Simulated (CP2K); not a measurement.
Consider sulfur tetrafluoride at its PBE geometry (Å).

```xyz
5

F    -0.3695   -0.0009    1.6906
S    -0.4401    0.0000   -0.0001
F    -0.3695    0.0012   -1.6907
F     0.5897    1.1975    0.0004
F     0.5894   -1.1978   -0.0002
```

Method: CP2K XAS_TDP, all-electron GAPW, PBEh(45%), aug-cc-pVTZ, TDA, GW2X-corrected core level, no relativity.

Question: Predict the bright core excitations at the F K edge.

Leading lines: F1 684.39 eV and F4 684.76 eV. The leading line of an atom is its first one with 35 % of the strongest within 2.5 eV of its lowest line over the strength cut. Core ionisation energies at this level: F1 689.05 and F4 691.96 eV.

The first six lines of each atom with a strength over 0.0015:

```csv
atom,energy (eV),states,"strength, one atom",above the computed threshold
"F1 (bonded to S), 2 alike",683.55,1,0.0071,
,684.39,1,0.0332,
,686.72,1,0.0062,
,687.61,1,0.0031,
,690.72,2,0.0111,yes
,690.86,1,0.0017,yes
"F4 (bonded to S), 2 alike",684.76,1,0.0349,
,687.57,1,0.0154,
,690.09,1,0.0060,
,690.44,1,0.0023,
,693.16,1,0.0017,yes
,693.34,1,0.0070,yes
```

Lines are vertical, at one geometry, with no vibrational structure. GW2X ionisation energies and lines can be off by 1 to 2 eV either way, and a good line position may hide errors that cancel. These values hold no scalar relativity, about 0.7 eV for F 1s. Rydberg lines, and the discretised continuum above threshold, depend on the basis and the box.

[Banner, clock and machine lines of the logs are left out without a mark of their own.]

[Logs are printed without paths, hosts, clocks, repeated set-up lines and the standing remarks that a program may print on its own settings, such as how far it seeks lower states.]

[Hosts, paths, dates, database ids (printed as entryN), source tags and the programs' standing remarks are cut or masked in the printed files.]
